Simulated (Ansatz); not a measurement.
# NiSO4 (Cmcm): the host for defect calculations, part 2 of 3

Aim: the runs on the perfect crystal NiSO4 (Cmcm) that a defect calculation needs first.

Ansatz 0.2.0; plane-wave PAW DFT, PBEsol+U; relaxation of the host's cell and atoms; PAW set soft_1 (the session's first sound run).

So far: Starting point; Host cell relaxation. The relaxed cell has a, b, c = 5.157, 7.868, 6.322 Å (conventional setting).

## (3) Dielectric tensors of the host

The response to a uniform electric field gives the electronic dielectric tensor.

This step: plane-wave PAW DFPT, PBEsol+U; dielectric tensors, Born charges and zone-centre modes of the host; PAW set soft_1 (Ansatz 0.2.0).

Contents of eps/input.yaml:

```yaml
crystal:
  lattice:
    - [2.578454908, -3.9342257606, -6.52e-08]
    - [2.578454908, 3.9342257606, 6.52e-08]
    - [0.0, 1.041e-07, 6.3218674454]
  atoms:
    - { symbol: Ni, position: [0.0, 0.0, 0.0], spin: 2.0 }
    - { symbol: Ni, position: [0.0, 0.0, 0.5], spin: -2.0 }
    - { symbol: S, position: [0.6493513079, 0.3506486921, 0.7500000094] }
    - { symbol: S, position: [0.3506486921, 0.6493513079, 0.2499999906] }
    - { symbol: O, position: [0.2277708256, 0.2979244177, 0.249999997] }
    - { symbol: O, position: [0.7722291744, 0.7020755823, 0.750000003] }
    - { symbol: O, position: [0.2979244177, 0.2277708256, 0.750000003] }
    - { symbol: O, position: [0.7020755823, 0.7722291744, 0.249999997] }
    - { symbol: O, position: [0.2508526466, 0.7491473534, 0.4452898821] }
    - { symbol: O, position: [0.7491473422, 0.2508526578, 0.9452899187] }
    - { symbol: O, position: [0.7491473534, 0.2508526466, 0.5547101179] }
    - { symbol: O, position: [0.2508526578, 0.7491473422, 0.0547100813] }
magnetization:
  spin_polarized: true
  initial_magnetization: 0
  spin_locking: { lock_magnetization: hard }
basis:
  ecutwfc: 420
hamiltonian:
  xc: pbesol
  hubbard:
    sites: [{ species: Ni, l: d, u_eff: 4.0 }]
    projectors: ortho-atomic
  pseudopotentials: { kind: paw, azcp: { folder: soft_1 }, xc_functional: pbe }
kpoints:
  mp_grid: { grid: [6, 6, 4] }
scf:
  occupations: { method: fixed }
  max_iter: 100
phonons:
  method: dfpt
  dielectric: true
  rigid_motions: translations
```

Run with:

```sh
> ansatz run input.yaml --threads 8 --pin off --max-ram 15073MiB --backend cpu --events-out ev --progress --plain --runs-dir out
```

Numbers of over 12 decimals in the logs are rounded to 6 here.

The log of the run:

```text
[...]
Crystal: 12 atoms, lattice volume = 128.261 Å³
Basis set: ecut = 420 eV, 2517 PW (Γ), exchange–correlation on 64×64×90 points (8 copies of the dense FFT grid, shifted against one another)
Bands: 60, of which v1, the nominal top of the filled ones, is band 48 counted from 1 (47 counted from 0)
Symmetry: 4 space group operations
[...]
k-points: 47 of 144
[...]
Starting moments: Σ|m| = 4 μB on 2 of 12 sites
[...]
SCF 1 converged in 16 iterations: F = -17858.854613 eV  dr2 = 2.32e-8
[...]
a single point of the input's cell can leave the moments in the input for a lower state (scf.lower_state_search): this run first made a single point of its cell. [...]
k-points: 76 of 144 (irreducible under 1 space group operation, time reversal used)
[...]
Starting moments: Σ|m| = 4 μB on 2 of 12 sites; this step starts from the density that it was given
[...]
SCF iter   6: F=-17858.854613 eV  HF=-17858.854613 eV  |F-HF|=3.64e-11  |Δ(HF+E_count)|=  4.73e-11  Δρ=1.35e-7 (↑1.35e-7 ↓1.21e-7)  dr2=2.32e-11  dr2_m=7.68e-12  M=0.000 μB ∫|m|=3.831 μB  ethr=1.00e-12  ⟨swp⟩=14.6  Hψ=70165  notcnv=0
SCF 2 converged in 6 iterations: F = -17858.854613 eV  dr2 = 2.32e-11
NSCF: frozen V_eff on 2 k-points
[...]
DFPT response loops at q = (0, 0, 0) (fractional): preconditioner auto → Resta (q_TF=auto, 2.600 Å⁻¹)  ε∞=4.7 (no band partly filled); β = 1.00, the filter's whole step (`scf.mixing.beta` (0.30) is not read by the response loops at its default; [...]
DFPT response loops at Γ: preconditioner auto → Resta (q_TF=auto, 2.600 Å⁻¹)  ε∞=4.7 (no band partly filled); β = 1.00, the filter's whole step (`scf.mixing.beta` (0.30) is not read by the response loops at its default; [...]
SCF converged after 6 iterations
[...]
Magnetization: 0.0000 μB (48.0000 up, 48.0000 down)
Absolute magnetization: 3.8295 μB (∫|ρ↑−ρ↓|, with the PAW one-centre terms)
[...]
Per-site moments (μB) at R_I (Å): [(1.671259, 0.826607), (-1.671259, 0.826607), (1.7687137260970923e-9, 0.603553), [... 9 left out ...]
Free energy (F): -17858.854613 eV
[...]
Internal energy: -17858.854613 eV  (E = F + TS)
E sigma→0 (E₀):  -17858.854613 eV
Fermi energy:    6.252740 (↑ 6.252740, ↓ 6.252740) eV
[...]
--- Band table (eV; the first three rows and the last of 152) ---
[...]
[... further k-points left out ...]
Occupation matrices written to <dir>
--- Phonons (Γ-DFPT): 18 representative perturbations + reference (Σ response iterations 131) ---
  k mesh reduced under 1 symmetry operation, with k and −k counted as one. Each operation leaves every solved perturbation unchanged. A smaller set is not considered because the run has a Hubbard term
  ASR residual: 1.327e-4 → 0.000e0 eV/Å²; symmetrization residual: 1.885e-6 eV/Å²
  ASR residual per site (eV/Å²): 1.33e-4 4.64e-5 2.74e-5 2.74e-5 1.77e-5 1.77e-5 1.77e-5 1.77e-5 6.52e-5 2.61e-5 6.52e-5 2.61e-5
  Γ frequencies (cm⁻¹): 0.00 0.00 0.00 159.16 161.05 161.39 162.31 174.82 209.66 213.62 219.26 238.77 239.64 247.33 292.45 310.43 346.47 356.12 427.30 459.42 467.87 471.15 551.99 557.38 574.18 575.29 647.70 657.82 931.33 934.06 939.95 941.50 1101.09 1101.84 [...]
  ε∞ (high-frequency dielectric tensor):
        3.565534    -0.000000    -0.000000
       -0.000000     3.517435    -0.000001
       -0.000000     0.000002     3.463013
  ε⁰ (static dielectric tensor: ions relaxed, cell fixed):
        9.039779     0.000000    -0.000000
        0.000000     6.087833    -0.000002
       -0.000000     0.000002     6.055156
  ε⁰ − ε∞ (ionic part):
        5.474245     0.000000    -0.000000
        0.000000     2.570398    -0.000000
       -0.000000    -0.000000     2.592142
  softest optical mode at Γ: 159.16 cm⁻¹; the repairs (sum rule, projections) moved no ω² at Γ by more than (1.56 cm⁻¹)²
  Born effective charges Z* (e; rows j = field, columns β = displacement):
    site 0:
         2.26169   -0.00000   -0.00000
        -0.00000    2.36264    0.34252
        -0.00000   -0.32095    2.37505
    site 1:
         2.26169    0.00000   -0.00000
        -0.00000    2.36264   -0.34252
        -0.00000    0.32094    2.37506
    site 2:
         4.63294    0.00000   -0.00000
        -0.00000    4.02225   -0.00001
         0.00000    0.00001    3.48484
    site 3:
         4.63294   -0.00000   -0.00000
         0.00000    4.02225   -0.00001
         0.00000    0.00001    3.48484
    site 4:
        -2.54087   -0.96992   -0.00000
        -0.94864   -1.35621    0.00000
         0.00000   -0.00000   -1.27849
    site 5:
        -2.54087   -0.96992   -0.00000
        -0.94864   -1.35621    0.00000
         0.00000   -0.00000   -1.27849
    site 6:
        -2.54087    0.96992    0.00000
         0.94864   -1.35621    0.00000
        -0.00000   -0.00000   -1.27849
    site 7:
        -2.54087    0.96992    0.00000
         0.94864   -1.35621    0.00000
        -0.00000   -0.00000   -1.27849
    site 8:
        -0.90645    0.00000    0.00000
        -0.00000   -1.83624   -0.82456
         0.00000   -0.76700   -1.65146
    site 9:
        -0.90645   -0.00000   -0.00000
        -0.00000   -1.83624    0.82456
         0.00000    0.76700   -1.65146
    site 10:
        -0.90645    0.00000    0.00000
[...]
site 11:
[...]
Z* charge neutrality: 1.197e-4 e pre-enforcement
  k-mesh period / interband length: 25.3 Å / 1.04 Å = 24.21 at k = (0.0000, 0.0000, 0.0000) (spin ↓), direct gap 3.215 eV — 14 or more, which is no proof of convergence
  optical modes at Γ without the LO–TO term, one row a degenerate level:
      ω (cm⁻¹)  modes    IR ((D/Å)²/amu)
[...]
optical modes at Γ + LO–TO along q̂ = [1.0000, 0.0000, 0.0000]:
      ω (cm⁻¹)  modes    IR ((D/Å)²/amu)
[...]
optical modes at Γ + LO–TO along q̂ = [0.0000, 1.0000, 0.0000]:
      ω (cm⁻¹)  modes    IR ((D/Å)²/amu)
[...]
optical modes at Γ + LO–TO along q̂ = [0.0000, 0.0000, 1.0000]:
      ω (cm⁻¹)  modes    IR ((D/Å)²/amu)
[...]
574.18      1             4.1111
        575.29      1             0.0000
        657.82      1             0.0000
        671.92      1             6.0654
        931.33      1             0.0000
        934.06      1            10.3654
        939.95      1            68.4204
        941.50      1             0.0000
       1101.09      1             0.0000
       1101.84      1            43.4678
       1239.14      1             0.0000
       1247.86      1            39.6204
```

The job ended after 17 min (8 threads of Arm Neoverse N1, shared host; peak memory 7.3 GiB).

The column dr2 measures how far the density is from self-consistency, as an energy; F and HF (Harris–Foulkes) agree once it is small.

Electronic dielectric tensor:

```
3.57 0.00 0.00
0.00 3.52 0.00
0.00 0.00 3.46
```

Static dielectric tensor:

```
9.04 0.00 0.00
0.00 6.09 0.00
0.00 0.00 6.06
```

Site moment by atom:

```
atom  site moment (μB)
 Ni1              1.67
 Ni2             -1.67
  S3              0.00
  S4              0.00
  O5              0.00
  O6              0.00
  O7              0.00
  O8              0.00
  O9             -0.02
 O10              0.02
 O11             -0.02
 O12              0.02
```

The principal values of the electronic dielectric tensor are 3.46, 3.52 and 3.57. The principal values of the static dielectric tensor are 6.06, 6.09 and 9.04.

[end of part 2 of 3]

[Logs are printed without paths, hosts, clocks, repeated set-up lines and the standing remarks that a program may print on its own settings, such as how far it seeks lower states.]

[Hosts, paths, dates, database ids (printed as entryN), source tags and the programs' standing remarks are cut or masked in the printed files.]

[Runs of the host that timed out are not shown.]

[For some hosts the program warned that the k-mesh of the response run may be too coarse for force constants and the static dielectric constant; such warnings are not always shown.]
